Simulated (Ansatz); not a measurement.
## An extra electron or hole in a frame of liquid Li(F,Br) from 1000 K (116 atoms)

Does an extra electron or hole in a frame of liquid Li(F,Br) from 1000 K (116 atoms) stay spread out, or do the atoms trap it?

Method: Kohn-Sham DFT, PBE, PAW (set soft_2), plane waves, in Ansatz 0.2.0.

### Step 1. The structure

The cell holds 116 atoms: 58 Li, 22 F and 36 Br. Cell: a = 13.992 Å, b = 13.992 Å, c = 13.992 Å, α = 90.0°, β = 90.0°, γ = 90.0°. 116 atoms (58 Li, 22 F, 36 Br) placed at random at 2.32 g/cm³, melted at 1600 K for 10 ps at fixed volume with the Lennard-Jones and Coulomb ion parameters for SPC/E (Joung and Cheatham, J. Phys. Chem. B 112, 9020 (2008)), full charges. Snapshot at the end of a hold of 15 ps at 1000 K and zero pressure.

Limits known from the start: The starting topology of bonds comes from the classical model, and needn't be the one that DFT or experiment would give. The ion parameters were fitted for water, not for melts, so the density of this cell may lie well off the real melt's. Sampling is at Γ alone, for a cell whose shortest periodic width is 14 Å. The liquid is relaxed first, so the results are those of a frozen frame at zero temperature.

### Step 2. Single point at the start

A single point comes first, to see the forces before anything moves.

Contents of input.yaml:

```yaml
crystal:
  lattice:
    - [13.99184, 0.0, 0.0]
    - [0.0, 13.99184, 0.0]
    - [0.0, 0.0, 13.99184]
  atoms:
    - { symbol: Li, position: [0.0875, 0.92633, 0.55389] }
    - { symbol: Li, position: [0.7153, 0.48231, 0.22208] }
    - { symbol: Li, position: [0.88337, 0.92336, 0.01915] }
    - { symbol: Li, position: [0.90202, 0.69949, 0.55361] }
    - { symbol: Li, position: [0.65211, 0.72864, 0.17002] }
    - { symbol: Li, position: [0.4347, 0.70266, 0.11732] }
    - { symbol: Li, position: [0.67639, 0.7125, 0.47523] }
    - { symbol: Li, position: [0.8765, 0.35156, 0.00359] }
    - { symbol: Li, position: [0.3476, 0.32977, 0.89051] }
    - { symbol: Li, position: [0.48045, 0.36337, 0.59909] }
    - { symbol: Li, position: [0.13503, 0.05343, 0.81753] }
    - { symbol: Li, position: [0.48864, 0.8994, 0.29036] }
    - { symbol: Li, position: [0.96226, 0.08378, 0.66294] }
    - { symbol: Li, position: [0.24384, 0.23299, 0.66552] }
    - { symbol: Li, position: [0.94402, 0.2963, 0.81179] }
    - { symbol: Li, position: [0.7261, 0.22098, 0.22366] }
    - { symbol: Li, position: [0.2414, 0.63206, 0.19003] }
    - { symbol: Li, position: [0.42851, 0.86621, 0.71208] }
    - { symbol: Li, position: [0.15813, 0.27118, 0.86278] }
    - { symbol: Li, position: [0.48468, 0.22156, 0.01301] }
    - { symbol: Li, position: [0.14684, 0.73109, 0.41915] }
    - { symbol: Li, position: [0.70417, 0.32372, 0.82165] }
    - { symbol: Li, position: [0.23277, 0.70996, 0.74059] }
    - { symbol: Li, position: [0.65254, 0.31955, 0.41129] }
    - { symbol: Li, position: [0.41992, 0.6103, 0.55173] }
    - { symbol: Li, position: [0.28729, 0.3973, 0.4844] }
    - { symbol: Li, position: [0.31318, 0.30517, 0.12524] }
    - { symbol: Li, position: [0.39681, 0.12702, 0.55664] }
    - { symbol: Li, position: [0.20623, 0.81017, 0.98341] }
    - { symbol: Li, position: [0.12738, 0.03666, 0.3313] }
    - { symbol: Li, position: [0.28541, 0.4605, 0.7005] }
    - { symbol: Li, position: [0.61655, 0.19288, 0.62418] }
    - { symbol: Li, position: [0.07982, 0.29746, 0.39036] }
    - { symbol: Li, position: [0.84083, 0.95203, 0.41639] }
    - { symbol: Li, position: [0.03893, 0.55659, 0.56646] }
    - { symbol: Li, position: [0.31286, 0.89513, 0.45128] }
    - { symbol: Li, position: [0.8002, 0.14648, 0.49921] }
    - { symbol: Li, position: [0.81064, 0.12891, 0.9292] }
    - { symbol: Li, position: [0.4093, 0.95967, 0.00602] }
    - { symbol: Li, position: [0.13232, 0.04925, 0.05213] }
    - { symbol: Li, position: [0.95592, 0.86657, 0.80037] }
    - { symbol: Li, position: [0.79476, 0.49122, 0.53194] }
    - { symbol: Li, position: [0.89884, 0.38297, 0.27139] }
    - { symbol: Li, position: [0.63988, 0.03305, 0.45857] }
    - { symbol: Li, position: [0.79743, 0.59622, 0.7437] }
    - { symbol: Li, position: [0.93402, 0.74446, 0.30718] }
    - { symbol: Li, position: [0.05639, 0.50936, 0.35555] }
    - { symbol: Li, position: [0.90959, 0.13735, 0.16401] }
    - { symbol: Li, position: [0.07789, 0.60148, 0.80734] }
    - { symbol: Li, position: [0.10617, 0.89934, 0.17282] }
    - { symbol: Li, position: [0.3771, 0.13119, 0.23423] }
    - { symbol: Li, position: [0.23155, 0.59647, 0.96009] }
    - { symbol: Li, position: [0.71953, 0.95323, 0.66628] }
    - { symbol: Li, position: [0.5477, 0.36209, 0.19724] }
    - { symbol: Li, position: [0.06779, 0.29069, 0.1656] }
    - { symbol: Li, position: [0.52248, 0.48688, 0.94551] }
    - { symbol: Li, position: [0.70178, 0.0076, 0.11245] }
    - { symbol: Li, position: [0.92052, 0.64229, 0.02427] }
    - { symbol: F, position: [0.24532, 0.3396, 0.76685] }
    - { symbol: F, position: [0.83816, 0.06038, 0.06286] }
    - { symbol: F, position: [0.98555, 0.62526, 0.4442] }
    - { symbol: F, position: [0.01459, 0.95568, 0.69454] }
    - { symbol: F, position: [0.42854, 0.36476, 0.01763] }
    - { symbol: F, position: [0.27933, 0.71603, 0.06788] }
    - { symbol: F, position: [0.64469, 0.1835, 0.4739] }
    - { symbol: F, position: [0.06285, 0.19293, 0.76499] }
    - { symbol: F, position: [0.36741, 0.25721, 0.59021] }
    - { symbol: F, position: [0.68444, 0.3432, 0.26465] }
    - { symbol: F, position: [0.19115, 0.58519, 0.71395] }
    - { symbol: F, position: [0.0512, 0.04291, 0.16761] }
    - { symbol: F, position: [0.37979, 0.47454, 0.58543] }
    - { symbol: F, position: [0.45919, 0.23253, 0.17073] }
    - { symbol: F, position: [0.16747, 0.87249, 0.412] }
    - { symbol: F, position: [0.76565, 0.01655, 0.53749] }
    - { symbol: F, position: [0.03508, 0.37982, 0.29035] }
    - { symbol: F, position: [0.16779, 0.6973, 0.88362] }
    - { symbol: F, position: [0.839, 0.27394, 0.90113] }
    - { symbol: F, position: [0.88066, 0.5744, 0.62133] }
    [... 32 atom lines left out ...]
    - { symbol: Br, position: [0.08823, 0.73019, 0.20588] }
    - { symbol: Br, position: [0.0081, 0.07842, 0.47977] }
    - { symbol: Br, position: [0.52605, 0.27625, 0.77759] }
    - { symbol: Br, position: [0.41712, 0.03336, 0.38251] }
    - { symbol: Br, position: [0.64915, 0.1878, 0.0489] }
    - { symbol: Br, position: [0.83477, 0.78923, 0.13918] }
kpoints:
  mp_grid: { grid: [1, 1, 1] }
hamiltonian:
  xc: pbe
scf:
  occupations: { method: fixed }
output:
  forces: true
```

Run with:

```
ansatz run input.yaml --threads 4 --pin off --max-ram 8192MiB --backend cpu --events-out ev --progress --plain --runs-dir out
```

Output:

```text
[...]
Pseudopotentials: kind: paw
Pseudopotential: Li, paw, valence charge 3, recommended cutoff 420 eV (normal), Li.paw.azcp
Pseudopotential: F, paw, valence charge 7, recommended cutoff 420 eV (normal), F.paw.azcp
Pseudopotential: Br, paw, valence charge 7, recommended cutoff 420 eV (normal), Br.paw.azcp
[... 5 lines on functional and potentials left out ...]
Crystal: 116 atoms, lattice volume = 2739.205 Å³
Basis set: ecut = 420 eV, 53643 PW (Γ), exchange–correlation on 192×192×192 points (8 copies of the dense FFT grid, shifted against one another)
Bands: 406, of which v1, the nominal top of the filled ones, is band 290 counted from 1 (289 counted from 0)
Symmetry: 1 space group operations
Space group: P1 (ITA 1), of the structure as read, at distance tolerance 1.4e-4 Å
k-points: 1
[... 7 lines on functional and potentials left out ...]
Initial density: superposition of atomic densities (neutral atoms: chi_scale 0, normalization atom), corrected by the library's trained network
Initial wavefunctions: pseudopotential atomic-orbital guess
[...]
SCF iter   1: F=—  HF=-130008.284030 eV  |F-HF|=—  |Δ(HF+E_count)|=         —  Δρ=1.04e-3  dr2=6.16e-2  ethr=1.77e-3  ⟨swp⟩=5.0  Hψ=1255  notcnv=0  defer=112
preconditioner: auto → Resta (q_TF=auto, 2.106 Å⁻¹)  ε∞=2.8  [insulator: Δε(μ)=3.092 eV  Ē_g=10.896 eV  n_scr=460 (ndim 8)  ℏωp=14.5 eV  f_vac=0.134  ε∞_Penn≈2.8]
SCF iter   2: F=—  HF=-130008.282793 eV  |F-HF|=—  |Δ(HF+E_count)|=   1.24e-3  Δρ=5.94e-4  dr2=1.56e-2  ethr=1.06e-5  ⟨swp⟩=4.0  Hψ=862  notcnv=0  defer=114
SCF iter   3: F=—  HF=-130008.281583 eV  |F-HF|=—  |Δ(HF+E_count)|=   1.21e-3  Δρ=3.85e-4  dr2=4.91e-3  ethr=2.69e-6  ⟨swp⟩=2.0  Hψ=524  notcnv=0  defer=87
automatic band count: iteration 3 solves 379 bands in place of 406: the levels show a gap, and the empty bands left out lie too high to hold charge; the band table lists the bands solved (type scf.n_extra_bands for more)
SCF iter   4: F=—  HF=-130008.281206 eV  |F-HF|=—  |Δ(HF+E_count)|=   3.77e-4  Δρ=1.05e-4  dr2=5.82e-4  ethr=8.46e-7  ⟨swp⟩=2.0  Hψ=524  notcnv=0  defer=87
SCF iter   5: F=—  HF=-130008.281345 eV  |F-HF|=—  |Δ(HF+E_count)|=   1.40e-4  Δρ=4.65e-5  dr2=6.37e-5  ethr=1.00e-7  ⟨swp⟩=2.0  Hψ=512  notcnv=0  defer=87
[...]
SCF iter   9: F=—  HF=-130008.282958 eV  |F-HF|=—  |Δ(HF+E_count)|=   3.50e-7  Δρ=2.37e-6  dr2=1.01e-7  ethr=1.72e-11  ⟨swp⟩=4.0  Hψ=1076  notcnv=0
SCF iter  10: F=-130008.282958 eV  HF=-130008.282958 eV  |F-HF|=6.96e-9  |Δ(HF+E_count)|=   3.71e-9  Δρ=4.08e-7  dr2=5.22e-9  ethr=1.72e-11  ⟨swp⟩=4.0  Hψ=932  notcnv=0
SCF 1 converged in 10 iterations: F = -130008.282958 eV  dr2 = 5.22e-9
[...]
SCF converged after 10 iterations
Free energy (F): -130008.282958 eV
Harris-Foulkes:  -130008.282958 eV  (|F-HF|=6.96e-9)
Internal energy: -130008.282958 eV  (E = F + TS)
E sigma→0 (E₀):  -130008.282958 eV
Fermi energy:    0.261175 eV
--- Per-component energies (eV) ---
[...]
Σ components = -130008.282958   (vs F -130008.282958, Δ=0.00e0)
--- Forces (eV/Å), atoms counted from 1 ---
  atom   1  Li    -0.32160760    -0.28378716     0.24851729
  atom   2  Li     0.09663072    -0.18893673     0.29158158
  atom   3  Li    -0.09067706     0.49432696     0.27925390
  atom   4  Li     0.13037858    -0.00899573    -0.68827007
[...]
atom 116  Br    -0.19516081     0.06231876    -0.03686688
  max |Σ_I F_I| component: 1.17e-5 eV/Å
```

It took 28 s on 4 threads of Arm Neoverse V1, shared host; peak memory 2.9 GiB.

The column dr2 measures how far the density is from self-consistency, as an energy; F and HF (Harris–Foulkes) agree once it is small.

The r.m.s. force at the start is 0.36 eV/Å.

### Step 3. Relaxation

The atoms are relaxed in the fixed cell, aiming at the force tolerance of the input.

Contents of input.yaml:

```yaml
crystal:
  lattice:
    - [13.99184, 0.0, 0.0]
    - [0.0, 13.99184, 0.0]
    - [0.0, 0.0, 13.99184]
  atoms:
    [... the 116 atom lines of step 2 ...]
kpoints:
  mp_grid: { grid: [1, 1, 1] }
hamiltonian:
  xc: pbe
scf:
  occupations: { method: fixed }
output:
  forces: true
relax:
  f_tol: 0.06
  max_steps: 150
```

Output:

```text
[...]
Crystal: 116 atoms, lattice volume = 2739.205 Å³
Basis set: ecut = 420 eV, 53643 PW (Γ), exchange–correlation on 192×192×192 points (8 copies of the dense FFT grid, shifted against one another)
Bands: 406, of which v1, the nominal top of the filled ones, is band 290 counted from 1 (289 counted from 0)
Symmetry: 1 space group operations
[...]
k-points: 1
[...]
SCF iter   1: F=—  HF=-130008.284029 eV  |F-HF|=—  |Δ(HF+E_count)|=         —  Δρ=1.04e-3  dr2=6.16e-2  ethr=1.77e-3  ⟨swp⟩=5.0  Hψ=1255  notcnv=0  defer=112
[...]
SCF iter   6: F=-130008.282948 eV  HF=-130008.282954 eV  |F-HF|=5.35e-6  |Δ(HF+E_count)|=   2.45e-5  Δρ=3.10e-5  dr2=1.92e-5  ethr=1.10e-8  ⟨swp⟩=4.0  Hψ=981  notcnv=0
SCF 1 converged in 6 iterations: F = -130008.282948 eV  dr2 = 1.92e-5
[...]
relax step   1: F+E_penalty+E_count = -130008.28294816 eV  Δ(F+E_penalty+E_count) = +0.000e0 eV  max|allowed force component| = 1.096e0 eV/Å  Δτ_max = 0.0000 Å  (6 SCF iters, dr2 threshold 9.00e-5 eV, accepted)
[... from here on, the SCF cycles and remarks between the steps are left out ...]
relax step   2: F+E_penalty+E_count = -130013.28231620 eV  Δ(F+E_penalty+E_count) = -4.999e0 eV  max|allowed force component| = 6.683e-1 eV/Å  Δτ_max = 0.1938 Å  (7 SCF iters, dr2 threshold 7.50e-5 eV, accepted)
relax step   3: F+E_penalty+E_count = -130016.54581685 eV  Δ(F+E_penalty+E_count) = -3.264e0 eV  max|allowed force component| = 4.046e-1 eV/Å  Δτ_max = 0.1950 Å  (7 SCF iters, dr2 threshold 2.79e-5 eV, accepted)
relax step   4: F+E_penalty+E_count = -130018.29326641 eV  Δ(F+E_penalty+E_count) = -1.747e0 eV  max|allowed force component| = 2.778e-1 eV/Å  Δτ_max = 0.1950 Å  (7 SCF iters, dr2 threshold 6.00e-5 eV, accepted)
relax step   5: F+E_penalty+E_count = -130019.25770694 eV  Δ(F+E_penalty+E_count) = -9.644e-1 eV  max|allowed force component| = 2.162e-1 eV/Å  Δτ_max = 0.1964 Å  (7 SCF iters, dr2 threshold 2.83e-5 eV, accepted)
relax step   6: F+E_penalty+E_count = -130019.94396211 eV  Δ(F+E_penalty+E_count) = -6.863e-1 eV  max|allowed force component| = 2.230e-1 eV/Å  Δτ_max = 0.1916 Å  (6 SCF iters, dr2 threshold 2.20e-5 eV, accepted)
relax step   7: F+E_penalty+E_count = -130020.40471533 eV  Δ(F+E_penalty+E_count) = -4.608e-1 eV  max|allowed force component| = 1.692e-1 eV/Å  Δτ_max = 0.1949 Å  (6 SCF iters, dr2 threshold 3.01e-5 eV, accepted)
relax step   8: F+E_penalty+E_count = -130020.71214491 eV  Δ(F+E_penalty+E_count) = -3.074e-1 eV  max|allowed force component| = 1.820e-1 eV/Å  Δτ_max = 0.1951 Å  (7 SCF iters, dr2 threshold 1.65e-5 eV, accepted)
relax step   9: F+E_penalty+E_count = -130021.01253171 eV  Δ(F+E_penalty+E_count) = -3.004e-1 eV  max|allowed force component| = 1.421e-1 eV/Å  Δτ_max = 0.2000 Å  (7 SCF iters, dr2 threshold 1.91e-5 eV, accepted)
relax step  10: F+E_penalty+E_count = -130021.24544208 eV  Δ(F+E_penalty+E_count) = -2.329e-1 eV  max|allowed force component| = 1.366e-1 eV/Å  Δτ_max = 0.1952 Å  (7 SCF iters, dr2 threshold 1.23e-5 eV, accepted)
relax step  11: F+E_penalty+E_count = -130021.39717870 eV  Δ(F+E_penalty+E_count) = -1.517e-1 eV  max|allowed force component| = 9.112e-2 eV/Å  Δτ_max = 0.2000 Å  (6 SCF iters, dr2 threshold 1.14e-5 eV, accepted)
relax step  12: F+E_penalty+E_count = -130021.53804022 eV  Δ(F+E_penalty+E_count) = -1.409e-1 eV  max|allowed force component| = 7.971e-2 eV/Å  Δτ_max = 0.1994 Å  (7 SCF iters, dr2 threshold 3.70e-6 eV, accepted)
relax step  13: F+E_penalty+E_count = -130021.65696335 eV  Δ(F+E_penalty+E_count) = -1.189e-1 eV  max|allowed force component| = 6.713e-2 eV/Å  Δτ_max = 0.1988 Å  (8 SCF iters, accepted)
relax step  14: F+E_penalty+E_count = -130021.76375445 eV  Δ(F+E_penalty+E_count) = -1.068e-1 eV  max|allowed force component| = 1.320e-1 eV/Å  Δτ_max = 0.1951 Å  (9 SCF iters, accepted)
relax step  15: F+E_penalty+E_count = -130021.85754227 eV  Δ(F+E_penalty+E_count) = -9.379e-2 eV  max|allowed force component| = 1.716e-1 eV/Å  Δτ_max = 0.1964 Å  (6 SCF iters, dr2 threshold 1.24e-5 eV, accepted)
relax step  16: F+E_penalty+E_count = -130021.93335463 eV  Δ(F+E_penalty+E_count) = -7.581e-2 eV  max|allowed force component| = 1.131e-1 eV/Å  Δτ_max = 0.2000 Å  (6 SCF iters, dr2 threshold 2.95e-5 eV, accepted)
relax step  17: F+E_penalty+E_count = -130021.98999581 eV  Δ(F+E_penalty+E_count) = -5.664e-2 eV  max|allowed force component| = 3.879e-2 eV/Å  Δτ_max = 0.1986 Å  (6 SCF iters, dr2 threshold 5.56e-6 eV, accepted)
relax step  18: F+E_penalty+E_count = -130021.98999627 eV  Δ(F+E_penalty+E_count) = -4.605e-7 eV  max|allowed force component| = 3.884e-2 eV/Å  Δτ_max = 0.0000 Å  (4 SCF iters, accepted)
relax step  19: F+E_penalty+E_count = -130022.01853215 eV  Δ(F+E_penalty+E_count) = -2.854e-2 eV  max|allowed force component| = 4.674e-2 eV/Å  Δτ_max = 0.1976 Å  (9 SCF iters, accepted)
relax step  20: F+E_penalty+E_count = -130022.04206300 eV  Δ(F+E_penalty+E_count) = -2.353e-2 eV  max|allowed force component| = 5.043e-2 eV/Å  Δτ_max = 0.1909 Å  (8 SCF iters, accepted)
relax step  21: F+E_penalty+E_count = -130022.06753305 eV  Δ(F+E_penalty+E_count) = -2.547e-2 eV  max|allowed force component| = 4.552e-2 eV/Å  Δτ_max = 0.1368 Å  (8 SCF iters, accepted)
SCF converged after 8 iterations
Free energy (F): -130022.067533 eV
[...]
Internal energy: -130022.067533 eV  (E = F + TS)
E sigma→0 (E₀):  -130022.067533 eV
Fermi energy:    -0.407031 eV
[...]
Σ components = -130022.067533   (vs F -130022.067533, Δ=0.00e0)
--- Forces (eV/Å), atoms counted from 1 ---
  atom   1  Li     0.00341359     0.00488313     0.00499671
  atom   2  Li     0.00312714    -0.01058835     0.00500688
  atom   3  Li     0.00433707    -0.00178813     0.00035223
  atom   4  Li    -0.01654115    -0.00261327     0.00537632
[...]
atom 116  Br    -0.00978435     0.00741503     0.01617544
  max |Σ_I F_I| component: 1.12e-4 eV/Å
--- Relaxed structure (21 steps of the walk, 21 accepted, 0 SCFs on fresh bases) ---
  F+E_penalty+E_count = -130022.06753305 eV   max|allowed force component| = 4.552e-2 eV/Å
  atoms:
    - { symbol: Li, position: [0.138337, 0.915378, 0.538922] }
    - { symbol: Li, position: [0.693906, 0.504079, 0.187336] }
    - { symbol: Li, position: [0.864751, 0.934167, 0.027589] }
    - { symbol: Li, position: [0.921676, 0.667452, 0.459399] }
[...]
- { symbol: Br, position: [0.817723, 0.773437, 0.105073] }
```

Wall time 6.6 min (4 threads); peak memory 2.8 GiB; 25 min of CPU time.

The relaxation converged after 21 steps, 13.8 eV below its start, with a largest force component of 0.046 eV/Å.

(Part 1 of 4 ends here.)

[Long decimals in the printed logs are rounded to 6 places.]

[Logs are printed without paths, hosts, clocks, repeated set-up lines and the standing remarks that a program may print on its own settings, such as how far it seeks lower states.]

[Hosts, paths, dates, database ids (printed as entryN), source tags and the programs' standing remarks are cut or masked in the printed files.]
